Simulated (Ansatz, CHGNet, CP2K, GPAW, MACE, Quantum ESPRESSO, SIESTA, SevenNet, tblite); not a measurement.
**Running random packing of 40Si3N4-60SiO2 (mol %) (92 atoms) with Quantum ESPRESSO**

How do the settings of Quantum ESPRESSO change the result for random packing of 40Si3N4-60SiO2 (mol %) (92 atoms)? A plane-wave run serves as the yardstick.

Main program and level: Quantum ESPRESSO 7.5; the method is named at each step.

### Step 1. Starting point

The cell holds 92 atoms: 36 Si, 32 N and 24 O. Its edges and angles: a = 10.618 Å, b = 10.618 Å, c = 10.618 Å, α = 90.0°, β = 90.0°, γ = 90.0°. 92 atoms (36 Si, 32 N, 24 O) packed at random in a cube at 2.56 g/cm³ and pushed apart as soft spheres, cations and anions kept from their own kind; a start for melting by ab initio MD, not an equilibrated structure. Then every atom was moved at random, 0.05 Å r.m.s. a Cartesian component.

The yardstick, on the same geometry:

| Property | Result |
| --- | --- |
| method | Kohn-Sham DFT, PBE, PAW, plane waves (Ansatz 0.2.0); cutoff 420 eV, Γ point, fermi-dirac smearing of 0.05 eV; PAW set soft_2 |
| r.m.s. force component | 1.615 eV/Å |
| longest force | 5.308 eV/Å |
| pressure | -13.61 GPa |
| SCF cycles | 12 |
| time | 16 s on 4 threads of Arm Neoverse V1, shared host |
| CPU time | 61 s |

### Step 2. PBE, sssp-1.3.0-efficiency, 60/480 Ry

Method: Kohn-Sham DFT, PBE, SSSP efficiency 1.3.0 pseudopotentials, plane waves.

File pw.in:

```
&control
  calculation = 'scf'
  pseudo_dir = './pseudo'
  outdir = './tmp'
  disk_io = 'none'
  tprnfor = .true.
  tstress = .true.
/
&system
  ibrav = 0
  nat = 92
  ntyp = 3
  ecutwfc = 60
  ecutrho = 480
  nosym = .true.
  occupations = 'smearing'
  smearing = 'fd'
  degauss = 0.003675
/
&electrons
  conv_thr = 4.6e-07
  electron_maxstep = 100
  mixing_beta = 0.4
  mixing_mode = 'plain'
  diagonalization = 'david'
/
ATOMIC_SPECIES
Si 28.085 Si.upf
N 14.007 N.upf
O 15.999 O.upf
CELL_PARAMETERS angstrom
10.61780 0.00000 0.00000
0.00000 10.61780 0.00000
0.00000 0.00000 10.61780
ATOMIC_POSITIONS crystal
Si 0.21098 0.28188 0.03810
Si 0.01739 0.62506 0.03996
Si 0.04966 0.99366 0.75042
Si 0.46118 0.81824 0.44508
Si 0.35870 0.60179 0.89665
Si 0.53428 0.47117 0.65541
Si 0.02659 0.25359 0.77312
Si 0.71986 0.28942 0.69050
Si 0.35563 0.12499 0.61692
Si 0.18153 0.72390 0.20374
Si 0.86288 0.72757 0.18514
Si 0.65300 0.89397 0.12778
Si 0.90113 0.27377 0.98965
Si 0.56129 0.96565 0.82001
Si 0.68923 0.42165 0.00968
Si 0.87985 0.49656 0.87418
Si 0.44676 0.04611 0.02104
Si 0.66027 0.66000 0.77168
Si 0.75309 0.40544 0.25256
Si 0.29003 0.42107 0.22466
Si 0.37314 0.63402 0.65369
Si 0.46983 0.36091 0.91476
Si 0.91980 0.95964 0.95931
Si 0.35064 0.36566 0.45914
Si 0.68923 0.86414 0.51710
Si 0.14579 0.14677 0.49218
Si 0.75548 0.48012 0.52712
Si 0.44246 0.97506 0.25858
Si 0.92142 0.76006 0.80352
Si 0.23024 0.82357 0.54636
Si 0.01419 0.55025 0.68133
Si 0.74403 0.11253 0.52957
Si 0.51799 0.49218 0.28708
Si 0.02750 0.77344 0.41530
Si 0.74181 0.11724 0.87774
Si 0.26450 0.27842 0.78950
N 0.59831 0.16024 0.19802
N 0.37587 0.20855 0.88526
N 0.77280 0.60171 0.10074
N 0.15375 0.49280 0.75448
N 0.47242 0.66758 0.53577
N 0.78907 0.69700 0.90137
N 0.89110 0.87962 0.70246
N 0.01839 0.36902 0.26296
N 0.41943 0.30036 0.12835
N 0.83612 0.17353 0.33174
N 0.22192 0.15825 0.19144
N 0.45689 0.23762 0.41245
N 0.82930 0.94203 0.22371
N 0.18505 0.37966 0.55491
N 0.20551 0.96371 0.62431
N 0.23159 0.57178 0.05496
N 0.40488 0.29888 0.63604
N 0.14064 0.88793 0.86996
N 0.98493 0.11457 0.56170
N 0.14869 0.11979 0.87250
[... 32 atom lines left out ...]
O 0.62495 0.32358 0.54506
O 0.49561 0.10037 0.72628
O 0.06842 0.63862 0.29760
O 0.50602 0.72724 0.03236
K_POINTS gamma
```

On the command line:

```bash
$ OMP_NUM_THREADS=1 mpirun -np 4 pw.x -in pw.in > output.txt
```

The program printed:

```text
Program PWSCF
     gamma-point specific algorithms are used
     one sub-group per band group will be used
     scalapack distributed-memory algorithm (size of sub-group:  2*  2 procs)
     Parallelization info
     sticks:   dense  smooth     PW     G-vecs:    dense   smooth      PW
     Min        3837    1919    478               358546   126741   15826
     Max        3840    1922    480               358556   126750   15832
     Sum       15353    7685   1917              1434195   506991   63317
     bravais-lattice index     =            0
     lattice parameter (alat)  =      20.0647  a.u.
     unit-cell volume          =    8077.9326 (a.u.)^3
     number of atoms/cell      =           92
     number of atomic types    =            3
     number of electrons       =       448.00
     number of Kohn-Sham states=          269
     kinetic-energy cutoff     =      60.0000  Ry
     charge density cutoff     =     480.0000  Ry
     scf convergence threshold =      4.6E-07
     mixing beta               =       0.4000
     number of iterations used =            8  plain     mixing
     Exchange-correlation= SLA  PW   PBX  PBC
                           (   1   4   3   4   0   0   0)
     crystal axes: (cart. coord. in units of alat)
               a(1) = (   1.000000   0.000000   0.000000 )
               a(2) = (   0.000000   1.000000   0.000000 )
               a(3) = (   0.000000   0.000000   1.000000 )
     reciprocal axes: (cart. coord. in units 2 pi/alat)
               b(1) = (  1.000000  0.000000  0.000000 )
               b(2) = (  0.000000  1.000000  0.000000 )
               b(3) = (  0.000000  0.000000  1.000000 )
     PseudoPot. # 1 for Si:
     Pseudo is Ultrasoft + core correction, Zval =  4.0
     PseudoPot. # 2 for N :
     Pseudo is Ultrasoft + core correction, Zval =  5.0
     PseudoPot. # 3 for O :
     Pseudo is Projector augmented-wave + core cor, Zval =  6.0
     atomic species   valence    mass     pseudopotential
     Si                4.00    28.08500     Si( 1.00)
     N                 5.00    14.00700     N ( 1.00)
     O                 6.00    15.99900     O ( 1.00)
     No symmetry found
   Cartesian axes
     number of k points=     1  Fermi-Dirac smearing, width (Ry)=  0.0037
                       cart. coord. in units 2pi/alat
        k(    1) = (   0.0000000   0.0000000   0.0000000), wk =   2.0000000
     Dense  grid:   717098 G-vectors     FFT dimensions: ( 144, 144, 144)
     Smooth grid:   253496 G-vectors     FFT dimensions: ( 100, 100, 100)
     Initial potential from superposition of free atoms
     starting charge     447.9796, renormalised to     448.0000
     Starting wfcs are  368 randomized atomic wfcs
     Self-consistent Calculation
     iteration #  1     ecut=    60.00 Ry     beta= 0.40
     total energy              =   -2034.98125573 Ry
     estimated scf accuracy    <      31.21597041 Ry
     iteration #  2     ecut=    60.00 Ry     beta= 0.40
     total energy              =   -2029.19762004 Ry
     estimated scf accuracy    <     238.98286863 Ry
     iteration #  3     ecut=    60.00 Ry     beta= 0.40
     total energy              =   -2040.95834485 Ry
     estimated scf accuracy    <      69.36948114 Ry
     iteration #  4     ecut=    60.00 Ry     beta= 0.40
     total energy              =   -2044.87372132 Ry
     estimated scf accuracy    <      38.74114724 Ry
     iteration #  5     ecut=    60.00 Ry     beta= 0.40
     total energy              =   -2046.40129642 Ry
     estimated scf accuracy    <      20.78852262 Ry
     iteration #  6     ecut=    60.00 Ry     beta= 0.40
     total energy              =   -2047.35041199 Ry
     estimated scf accuracy    <       7.90407588 Ry
[...]
total energy              =   -2047.89077134 Ry
[...]
iteration # 57     ecut=    60.00 Ry     beta= 0.40
     total energy              =   -2047.89077136 Ry
     estimated scf accuracy    <       0.00000087 Ry
     iteration # 58     ecut=    60.00 Ry     beta= 0.40
     total energy              =   -2047.89077138 Ry
     estimated scf accuracy    <       0.00000048 Ry
     iteration # 59     ecut=    60.00 Ry     beta= 0.40
     End of self-consistent calculation
          k = 0.0000 0.0000 0.0000 ( 31659 PWs)   bands (ev):
   -16.5642 -16.2666 -15.7452 -15.4339 -15.0228 -14.8815 -14.6170 -14.5374
   -14.1273 -13.9169 -13.6712 -13.2567 -13.0127 -12.9556 -12.6900 -12.6745
   -12.5442 -12.4052 -12.3580 -12.0832 -11.5440 -11.3851 -11.2847 -10.7372
   -10.5434 -10.1074  -9.6836  -9.5803  -9.3998  -9.2990  -9.0458  -8.9739
    -8.7721  -8.6889  -8.6480  -8.5338  -8.3845  -8.2613  -7.9367  -7.8945
    -7.8046  -7.6264  -7.5741  -7.5517  -7.3967  -7.3287  -7.2684  -7.2558
[...]
6.2071   6.2289   6.3088   6.3485   6.3945   6.4966   6.5450   6.5766
     6.6190   6.6580   6.7029   6.7727   6.8410   6.9496   6.9915   7.1726
     7.2021   7.3940   7.4223   7.4790   7.5743   7.6679   7.7242   7.7869
     7.8825   7.9986   8.0304   8.1897   8.3294
     the Fermi energy is     5.6704 ev
!    total energy              =   -2047.89077101 Ry
     estimated scf accuracy    <       0.00000045 Ry
     smearing contrib. (-TS)   =      -0.03853147 Ry
     internal energy E=F+TS    =   -2047.85223954 Ry
     The total energy is F=E-TS. E is the sum of the following terms:
     one-electron contribution =    -546.23453850 Ry
     hartree contribution      =     523.04015257 Ry
     xc contribution           =    -560.21861952 Ry
     ewald contribution        =   -1235.58732411 Ry
     one-center paw contrib.   =    -228.85190997 Ry
     convergence has been achieved in  59 iterations
     Forces acting on atoms (cartesian axes, Ry/au):
     atom    1 type  1   force =    -0.00138268   -0.10673190    0.09035773
     atom    2 type  1   force =     0.06063140   -0.01137420   -0.03467493
     atom    3 type  1   force =     0.05845877   -0.05556274   -0.05426322
     atom    4 type  1   force =    -0.05807547   -0.04116086   -0.00496133
     atom    5 type  1   force =    -0.04126908    0.05757647    0.11153644
     atom    6 type  1   force =     0.02115969   -0.10892416    0.00857489
[...]
atom   90 type  3   force =    -0.04850084   -0.06810293   -0.04531844
     atom   91 type  3   force =     0.02940512    0.12016846    0.00663740
     atom   92 type  3   force =    -0.00051357   -0.00956554    0.00264175
     Total force =     1.041860     Total SCF correction =     0.001538
     Computing stress (Cartesian axis) and pressure
          total   stress  (Ry/bohr**3)                   (kbar)     P=     -137.27
  -0.00091259  -0.00005032  -0.00001217         -134.25       -7.40       -1.79
  -0.00005032  -0.00100224   0.00002030           -7.40     -147.43        2.99
  -0.00001217   0.00002030  -0.00088459           -1.79        2.99     -130.13
     Message from routine punch:
     Nothing written, as per user request (disk_io='none')
```

Run time: 9.7 min. Hardware: 4 MPI ranks of Arm Neoverse V1, shared host; peak memory 4.3 GiB.

Banners, paths, timers and routine set-up lines are dropped from the logs unmarked, and long logs keep their key lines alone; longer cuts are marked.

Numbers from this run, and their distance from the reference:

```
r.m.s. force component                  : 1.612 eV/Å
r.m.s. difference of force components   : 17.65 meV/Å
longest difference of force vectors     : 82.06 meV/Å
force difference over r.m.s. force      : 1.093 %
slope of forces against the reference's : 0.9982
correlation of force components         : 0.9999
pressure                                : -13.73 GPa
pressure difference                     : -0.1197 GPa
```

Length of the force difference by element (eV/Å):

| element | atoms | mean | most |
| --- | --- | --- | --- |
| N | 32 | 0.017 | 0.037 |
| O | 24 | 0.030 | 0.081 |
| Si | 36 | 0.028 | 0.082 |

Local excerpt of 9 atoms (numbers count through the whole input) about N63, picked at random; x, y, z are measured from there.

| atom | x | y | z | distance (Å) | Fx | Fy | Fz (eV/Å) |
| --- | --- | --- | --- | --- | --- | --- | --- |
| N63 | 0.00 | 0.00 | 0.00 | 0.00 | 0.26 | 0.60 | 0.44 |
| N58 | -2.24 | 1.02 | 0.04 | 2.46 | -0.84 | -0.77 | -1.40 |
| Si17 | 1.92 | 1.46 | -0.62 | 2.49 | -0.42 | 0.66 | -1.48 |
| Si10 | -0.89 | -1.96 | 1.32 | 2.52 | 0.40 | -0.62 | -2.41 |
| N54 | -1.33 | -0.22 | -2.23 | 2.60 | -1.90 | 1.09 | -0.41 |
| Si28 | 1.88 | 0.71 | 1.90 | 2.76 | 0.12 | 1.06 | 1.50 |
| N68 | -2.45 | -1.23 | -0.38 | 2.77 | -0.91 | -1.35 | 1.03 |
| N59 | 1.18 | 0.26 | -2.53 | 2.80 | 2.45 | 1.83 | 2.23 |
| N47 | -0.47 | 2.65 | 1.18 | 2.94 | 0.58 | 1.95 | -2.06 |

Forces lie 1.1 % from the reference's, at 38 times its CPU time.

### Step 3. PBE, gbrv-1.5, 40/200 Ry

Method: Kohn-Sham DFT, PBE, GBRV 1.5 ultrasoft pseudopotentials, plane waves.

The pseudopotential files are exchanged too: ./pseudo now holds the set gbrv-pbe-1.5.

Changes to pw.in since step 2:

```diff
@@ -12,4 +12,4 @@
   ntyp = 3
-  ecutwfc = 60
-  ecutrho = 480
+  ecutwfc = 40
+  ecutrho = 200
   nosym = .true.
```

On the command line:

```bash
$ OMP_NUM_THREADS=1 mpirun -np 2 pw.x -in pw.in > output.txt
```

The program printed:

```text
[banner, memory and clock lines left out]
Program PWSCF
     gamma-point specific algorithms are used
     bravais-lattice index     =            0
     lattice parameter (alat)  =      20.0647  a.u.
     unit-cell volume          =    8077.9326 (a.u.)^3
[... lines left out ...]
     number of k points=     1  Fermi-Dirac smearing, width (Ry)=  0.0037
[... lines left out ...]
     total energy              =   -1743.31301834 Ry
[... lines left out ...]
     total energy              =   -1736.17073483 Ry
[... lines left out ...]
     total energy              =   -1749.20603211 Ry
[... lines left out ...]
     total energy              =   -1755.80113965 Ry
[... lines left out ...]
     total energy              =   -1755.80113967 Ry
[... lines left out ...]
     the Fermi energy is     5.6675 ev
!    total energy              =   -1755.80113954 Ry
     estimated scf accuracy    <       0.00000019 Ry
     smearing contrib. (-TS)   =      -0.03851502 Ry
     internal energy E=F+TS    =   -1755.76262452 Ry
     The total energy is F=E-TS. E is the sum of the following terms:
     one-electron contribution =    -556.84011480 Ry
     hartree contribution      =     525.29877488 Ry
     xc contribution           =    -488.63396014 Ry
     ewald contribution        =   -1235.58732445 Ry
     convergence has been achieved in  57 iterations
     Forces acting on atoms (cartesian axes, Ry/au):
     atom    1 type  1   force =    -0.00123815   -0.10694626    0.09042607
     atom    2 type  1   force =     0.06067366   -0.01087677   -0.03477397
     atom    3 type  1   force =     0.05823815   -0.05561807   -0.05383492
[...]
atom   91 type  3   force =     0.03005532    0.12104650    0.00624237
     atom   92 type  3   force =    -0.00054818   -0.00946402    0.00267604
     Total force =     1.044920     Total SCF correction =     0.000989
     Computing stress (Cartesian axis) and pressure
          total   stress  (Ry/bohr**3)                   (kbar)     P=     -135.67
  -0.00090171  -0.00005030  -0.00001386         -132.65       -7.40       -2.04
  -0.00005030  -0.00099123   0.00002061           -7.40     -145.82        3.03
  -0.00001386   0.00002061  -0.00087395           -2.04        3.03     -128.56
     Message from routine punch:
     Nothing written, as per user request (disk_io='none')
```

Wall time 9.1 min (2 MPI ranks); peak memory 1.4 GiB.

Compared with the plane-wave run:

* r.m.s. force component: 1.617 eV/Å
* r.m.s. difference of force components: 7.695 meV/Å
* longest difference of force vectors: 31.3 meV/Å
* force difference over r.m.s. force: 0.4764 %
* slope of forces against the reference's: 1.001
* correlation of force components: 1
* pressure: -13.57 GPa
* pressure difference: 0.0396 GPa

Against the first run (1.1 %), the force difference from the reference is 0.48 %, at 0.47 times the CPU time (on 2 against 4 cores).

The run ends at a pressure of -13.57 GPa, with forces up to 5.3 eV/Å.

### Step 4. All runs compared

Differences are against the plane-wave reference, forces as r.m.s. over components; share is that over the reference's r.m.s. force, slope the least-squares factor from reference forces to these. Total energies of different programs have different zeros and aren't compared.

| run | Δ force, r.m.s. (meV/Å) | share (%) | slope | Δ pressure (GPa) | cores | CPU time | memory (GiB) |
| --- | --- | --- | --- | --- | --- | --- | --- |
| reference | - | - | - | - | 4 | 61 s | 1.4 |
| QE PBE, sssp-1.3.0-efficiency, 60/480 Ry | 17.6 | 1.09 | 0.998 | -0.120 | 4 | 39 min | 4.3 |
| QE PBE, gbrv-1.5, 40/200 Ry | 7.70 | 0.476 | 1.001 | 0.0396 | 2 | 18 min | 1.4 |

CPU time is summed over cores on a shared host, where runs went side by side, so it is rough. Symmetry, cutoffs, thresholds, outputs and thread counts weren't matched or tuned between programs; memory under MPI is the largest rank's times the ranks.

### Step 5. Results

```
nearest in forces : QE PBE, gbrv-1.5, 40/200 Ry, 0.48 %
its CPU time      : 18 min
```

**Reading.** PBE on plane waves or a grid with other potentials, cutoffs or grids differs from the reference by 0.48 % (QE PBE, gbrv-1.5, 40/200 Ry) to 1.1 % (QE PBE, sssp-1.3.0-efficiency, 60/480 Ry) of the r.m.s. force; this holds the reference's own error, so differences of a few per cent don't tell which side is nearer the exact PBE result (QE's 60 Ry are 816 eV, against the reference's 420 eV). None of the electronic-structure runs in the table takes under half the reference's CPU time of 61 s; they take 18 to 38 times as much. The reference's pressure of -14 GPa belongs to a cell and atoms that aren't relaxed at this level. The electronic-structure runs sample only Γ, in a cell whose shortest periodic width is 11 Å, which is coarse for a cell with partly filled levels.

[Also dropped from logs without a mark: logging warnings of Python, and SIESTA's first energy breakdown and zero terms.]

[Logs are printed without paths, hosts, clocks, repeated set-up lines and the standing remarks that a program may print on its own settings, such as how far it seeks lower states.]

[Hosts, paths, dates, database ids (printed as entryN), source tags and the programs' standing remarks are cut or masked in the printed files.]
